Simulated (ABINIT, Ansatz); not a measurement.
# A GW chain in ABINIT: InF3 (R-3c)

How does a plane-wave GW calculation on InF3 (R-3c) run from the first input to the gap?

Main program and level: ABINIT 10.8.3; LDA and many-body steps on it, plane waves.

## (1) The starting structure

It takes space group R-3c (No. 167, trigonal). The conventional cell has a = 5.204 Å, b = 5.204 Å, c = 14.723 Å, α = 90.00°, β = 90.00°, γ = 120.00°. Nearest to In lie 6 F at 2.08 Å. Nearest to F lie 2 In at 2.08 Å. Farther neighbours and most contacts between anions are not listed.

The cell and positions are those that the Materials Project relaxed with its own functionals (PBE, PBE+U or r2SCAN), kept fixed.

## (2) Ground state

This step: ABINIT 10.8.3; DFT, LDA, plane waves, norm-conserving pseudopotentials.

The ground-state density comes first.

File run.abi:

```
acell 3*1.0 Angstrom
rprim 
  2.602141182914 1.502346912402 4.907506134507
  -2.602141182914 1.502346912402 4.907506134507
  0.000000000000 -3.004693824873 4.907506134486
ntypat 2
znucl 49 9
natom 8
typat 1 1 2 2 2 2 2 2
xred 
  0.500000000000 0.500000000000 0.500000000000
  -0.000000000000 0.000000000000 0.000000000000
  0.395709220000 0.750000000000 0.104290780000
  0.750000000000 0.104290780000 0.395709220000
  0.895709220000 0.604290780000 0.250000000000
  0.250000000000 0.895709220000 0.604290780000
  0.604290780000 0.250000000000 0.895709220000
  0.104290780000 0.395709220000 0.750000000000
pp_dirpath "pseudos"
pseudos "In.upf, F.upf"
ecut 36
ngkpt 4 4 4
nshiftk 1
shiftk 0 0 0
kptopt 1
chksymbreak 0
nband 50
occopt 1
tolvrs 1e-08
nstep 60
prtwf 0
optforces 0
optstress 0
indata_prefix "in"
outdata_prefix "out"
tmpdata_prefix "tmp"
```

Started as:

```
$ OMP_NUM_THREADS=1 mpirun -n 8 abinit run.abi > log
```

Numbers of over 12 decimals in the logs are rounded to 6 here.

What it wrote:

```text
.Version 10.8.3 of ABINIT. v10.8.2 released Aug 2026.

 Symmetries : space group R-3 c (#167); Bravais hR (rhombohedral)
================================================================================
 Values of the parameters that define the memory need of the present run
     intxc =       0    ionmov =       0      iscf =       7    lmnmax =       6
     lnmax =       6     mgfft =      60  mpssoang =       3    mqgrid =    3001
     natom =       8  nloc_mem =       1    nspden =       1   nspinor =       1
    nsppol =       1      nsym =      12    n1xccc =    2501    ntypat =       2
    occopt =       1   xclevel =       1
-    mband =          50        mffmem =           1         mkmem =           2
       mpw =        8023          nfft =      216000          nkpt =          13
================================================================================
  Rough estimation (10% accuracy) of disk space for files :
================================================================================

--------------------------------------------------------------------------------
------------- Echo of variables that govern the present computation ------------
--------------------------------------------------------------------------------
 -outvars: echo values of preprocessed input variables --------
            acell      1.8897261259E+00  1.8897261259E+00  1.8897261259E+00 Bohr

      chksymbreak           0
             ecut      3.60000000E+01 Hartree
-          fftalg         312

              ixc       -1012
              kpt      0.00000000E+00  0.00000000E+00  0.00000000E+00
                       2.50000000E-01  0.00000000E+00  0.00000000E+00
                       5.00000000E-01  0.00000000E+00  0.00000000E+00
                       2.50000000E-01  2.50000000E-01  0.00000000E+00
                       5.00000000E-01  2.50000000E-01  0.00000000E+00
                      -2.50000000E-01  2.50000000E-01  0.00000000E+00
                       5.00000000E-01  5.00000000E-01  0.00000000E+00
                       2.50000000E-01  2.50000000E-01  2.50000000E-01
                       5.00000000E-01  2.50000000E-01  2.50000000E-01
                      -2.50000000E-01  2.50000000E-01  2.50000000E-01
                       5.00000000E-01  5.00000000E-01  2.50000000E-01
[...]
kptrlatt        4    0    0      0    4    0      0    0    4
          kptrlen      3.93386734E+01
P           mkmem           2
            natom           8
            nband          50
            ngfft          60      60      60
             nkpt          13
            nstep          60
             nsym          12
           ntypat           2
              occ      2.000000  2.000000  2.000000  2.000000  2.000000  2.000000
                       2.000000  2.000000  2.000000  2.000000  2.000000  2.000000
                       2.000000  2.000000  2.000000  2.000000  2.000000  2.000000
                       2.000000  2.000000  2.000000  2.000000  2.000000  2.000000
                       2.000000  2.000000  2.000000  2.000000  2.000000  2.000000
                       2.000000  2.000000  2.000000  2.000000  2.000000  2.000000
                       2.000000  2.000000  2.000000  2.000000  2.000000  2.000000
                       0.000000  0.000000  0.000000  0.000000  0.000000  0.000000
                       0.000000  0.000000
        optforces           0
        optstress           0
            prtwf           0
            rprim      2.6021411829E+00  1.5023469124E+00  4.9075061345E+00
[...]
spgroup         167

           tolvrs      1.00000000E-08

             xred      5.0000000000E-01  5.0000000000E-01  5.0000000000E-01
[...]
znucl       49.00000    9.00000

================================================================================

 chkinp: Checking input parameters for consistency.

================================================================================
== DATASET  1 ==================================================================
-   mpi_nproc: 8, omp_nthreads: 1 (-1 if OMP is not activated)
-    --> not optimal distribution: autoparal keyword recommended in input file <--

--- !DatasetInfo
iteration_state: {dtset: 1, }
dimensions: {natom: 8, nkpt: 13, mband: 50, nsppol: 1, nspinor: 1, nspden: 1, mpw: 8023, }
cutoff_energies: {ecut:  36.0, pawecutdg:  -1.0, }
electrons: {nelect:   8.40000000E+01, charge:   0.00000000E+00, occopt:   1.00000000E+00, tsmear:   1.00000000E-02, }

 Real(R)+Recip(G) space primitive vectors, cartesian coordinates (Bohr,Bohr^-1):
 R(1)=  4.9173342  2.8390242  9.2738426  G(1)=  0.1016811  0.0587056  0.0359434
 R(2)= -4.9173342  2.8390242  9.2738426  G(2)= -0.1016811  0.0587056  0.0359434
 R(3)=  0.0000000 -5.6780484  9.2738426  G(3)=  0.0000000 -0.1174112  0.0359434
 Unit cell volume ucvol=  7.7680102E+02 bohr^3
 Angles (23,13,12)=  5.37710328E+01  5.37710328E+01  5.37710328E+01 degrees

 getcut: wavevector=  0.0000  0.0000  0.0000  ngfft=  60  60  60
         ecut(hartree)=     36.000   => boxcut(ratio)=   2.04307

--- Pseudopotential description ------------------------------------------------
- In Generated using ONCVPSP code by D. R. Hamann
- 49.00000  21.00000  180309                  znucl, zion, pspdat
[...]
--- l  ekb(1:nproj) -->
[...]
pspatm: atomic psp has been read  and splines computed

- F Generated using ONCVPSP code by D. R. Hamann
-  9.00000   7.00000  201202                  znucl, zion, pspdat
12 -1012 2 -1 824                             pspcod,pspxc,lmax,lloc,mmax
     nproj     2     2     1
  pspatm : epsatm=    4.94580260
         --- l  ekb(1:nproj) -->
[...]
2   -2.364936
 pspatm: atomic psp has been read  and splines computed

   8.19341384E+03                                ecore*ucvol(ha*bohr**3)
--------------------------------------------------------------------------------

_setup2: Arith. and geom. avg. npw (full set) are    8015.891    8015.887

================================================================================

--- !BeginCycle
iteration_state: {dtset: 1, }
solver: {iscf: 7, nstep: 60, nline: 4, wfoptalg: 0, }
tolerances: {tolvrs: 1.00E-08, }

     iter   Etot(hartree)      deltaE(h)  residm     vres2
 ETOT  1  -545.46619446342    -5.455E+02 3.093E-01 1.130E+03
 ETOT  2  -546.10369399366    -6.375E-01 1.612E-02 8.199E+02
 ETOT  3  -546.36633555955    -2.626E-01 7.220E-03 4.003E+01
 ETOT  4  -546.37290211888    -6.567E-03 1.884E-03 3.658E+00
 ETOT  5  -546.37371840988    -8.163E-04 5.846E-02 2.599E-01
 ETOT  6  -546.37375521749    -3.681E-05 6.520E-03 7.825E-03
 ETOT  7  -546.37375614076    -9.233E-07 2.569E-04 1.138E-04
 ETOT  8  -546.37375615440    -1.363E-08 2.795E-04 4.614E-06
 ETOT  9  -546.37375615515    -7.576E-10 8.151E-05 1.870E-07
 ETOT 10  -546.37375615516    -1.125E-11 9.047E-05 2.565E-09

 At SCF step   10       vres2   =  2.56E-09 < tolvrs=  1.00E-08 =>converged.

--- !ResultsGS
iteration_state: {dtset: 1, }
comment   : Summary of ground state results
lattice_vectors:
- [  4.9173342,   2.8390242,   9.2738426, ]
- [ -4.9173342,   2.8390242,   9.2738426, ]
- [  0.0000000,  -5.6780484,   9.2738426, ]
lattice_lengths: [  10.87402,   10.87402,   10.87402, ]
lattice_angles: [ 53.771,  53.771,  53.771, ] # degrees, (23, 13, 12)
lattice_volume:   7.7680102E+02
convergence: {deltae: -1.125E-11, res2:  2.565E-09, residm:  9.047E-05, diffor:  0.000E+00, }
etotal    :  -5.46373756E+02
entropy   :   0.00000000E+00
fermie    :  -3.76460518E-02
cartesian_stress_tensor: null
pressure_GPa: null
xred      :
- [  5.0000E-01,   5.0000E-01,   5.0000E-01, In]
- [  0.0000E+00,   0.0000E+00,   0.0000E+00, In]
- [  3.9571E-01,   7.5000E-01,   1.0429E-01,  F]
- [  7.5000E-01,   1.0429E-01,   3.9571E-01,  F]
- [  8.9571E-01,   6.0429E-01,   2.5000E-01,  F]
- [  2.5000E-01,   8.9571E-01,   6.0429E-01,  F]
- [  6.0429E-01,   2.5000E-01,   8.9571E-01,  F]
- [  1.0429E-01,   3.9571E-01,   7.5000E-01,  F]
cartesian_forces: null
force_length_stats: {min: null, max: null, mean: null, }

 Integrated electronic density in atomic spheres:
 ------------------------------------------------
 Atom  Sphere_radius  Integrated_density
[...]
================================================================================

 ----iterations are completed or convergence reached----

 Mean square residual over all n,k,spin=   67.342E-08; max=  90.474E-06
 reduced coordinates (array xred) for    8 atoms
[...]
0.750000000000      0.104290780000      0.395709220000
       0.895709220000      0.604290780000      0.250000000000
       0.250000000000      0.895709220000      0.604290780000
       0.604290780000      0.250000000000      0.895709220000
       0.104290780000      0.395709220000      0.750000000000
 rms dE/dt=  0.0000E+00; max dE/dt=  0.0000E+00; dE/dt below (all hartree)
    1       0.000000000000      0.000000000000      0.000000000000
    2       0.000000000000      0.000000000000      0.000000000000
    3       0.000000000000      0.000000000000      0.000000000000
    4       0.000000000000      0.000000000000      0.000000000000
    5       0.000000000000      0.000000000000      0.000000000000
    6       0.000000000000      0.000000000000      0.000000000000
    7       0.000000000000      0.000000000000      0.000000000000
    8       0.000000000000      0.000000000000      0.000000000000

 cartesian coordinates (angstrom) at end:
    1      0.000000    -3.45e-11     7.361259
    2      0.000000     0.000000     0.000000
    3     -0.921915     1.407891     6.134383
    4      1.680227     0.094456     6.134383
    5      0.758312     1.502347     8.588136
    6     -1.680227    -0.094456     8.588136
    7      0.921915    -1.407891     8.588136
    8     -0.758312    -1.502347     6.134383
 length scales=  1.889726125908  1.889726125908  1.889726125908 bohr
              =  1.000000000000  1.000000000000  1.000000000000 angstroms
 prteigrs : about to open file out_EIG
 Fermi (or HOMO) energy (hartree) =  -0.03765   Average Vxc (hartree)=  -0.37863
 Eigenvalues (hartree) for nkpt=  13  k points:
 kpt#   1, nband= 50, wtk=  0.01563, kpt=  0.0000  0.0000  0.0000 (reduced coord)
  -4.11497   -4.11496   -2.59421   -2.59421   -2.59419   -2.59419   -2.59354   -2.59352
  -0.77003   -0.75295   -0.75295   -0.74826   -0.74452   -0.74452   -0.44002   -0.44002
  -0.42236   -0.42236   -0.42146   -0.41613   -0.41592   -0.41592   -0.39554   -0.39554
  -0.22822   -0.15250   -0.15250   -0.13983   -0.08876   -0.08417   -0.08378   -0.07896
  -0.07896   -0.05970   -0.05970   -0.04857   -0.04603   -0.04603   -0.04414   -0.04414
  -0.03882   -0.03882    0.10973    0.30850    0.34547    0.38581    0.38581    0.42215
   0.45542    0.45545
 prteigrs : prtvol=0 or 1, do not print more k-points.

--- !EnergyTerms
iteration_state     : {dtset: 1, }
comment             : Components of total free energy in Hartree
kinetic             :  2.32605197166046E+02
hartree             :  1.93908040145194E+02
xc                  : -8.82137596856800E+01
Ewald energy        : -2.90113483395514E+02
psp_core            :  1.05476352476352E+01
local_psp           : -5.54039024238454E+02
non_local_psp       : -5.10683613943926E+01
total_energy        : -5.46373756155165E+02
total_energy_eV     : -1.48675873134056E+04
band_energy         : -6.80585709004036E+01

== END DATASET(S) ==============================================================
================================================================================

 -outvars: echo values of variables after computation  --------
           etotal     -5.4637375616E+02
            nband          50
             nkpt          13
          spgroup         167
 [... the other variables as echoed above ...]

 Calculation completed.
```

The job ended after 46 s (8 MPI ranks of Arm Neoverse V1, shared host; peak memory 0.91 GiB).

Numbers from this step:

```yaml
total_energy: -14867.5873 eV
gap: 4.010 eV
k_of_the_valence_top: 0.5, 0.5, 0
k_of_the_conduction_bottom: 0, 0, 0
least_direct_gap: 4.042 eV
```

The gap is indirect, with the least direct gap 0.03 eV higher.

(Continued in part 2 of 3.)

[Paths, hosts, dates, memory and timing lines, banners, echoed tables and standing remarks are left out of the program output.]

[Logs are printed without paths, hosts, clocks, repeated set-up lines and the standing remarks that a program may print on its own settings, such as how far it seeks lower states.]

[Runs of the session that timed out or met a known fault of the program may be left out.]

[Hosts, paths, dates, database ids (printed as entryN), source tags and the programs' standing remarks are cut or masked in the printed files.]

[G0W0 gaps are taken among the corrected bands and points alone; a level outside them can change the order at an edge.]

[Where Ansatz stands beside ABINIT at settings called matched, ABINIT's density can come from a denser mesh and the files from another edition; pairs whose starting gaps differed by over 0.03 eV were left out, so agreement reads better than it is.]
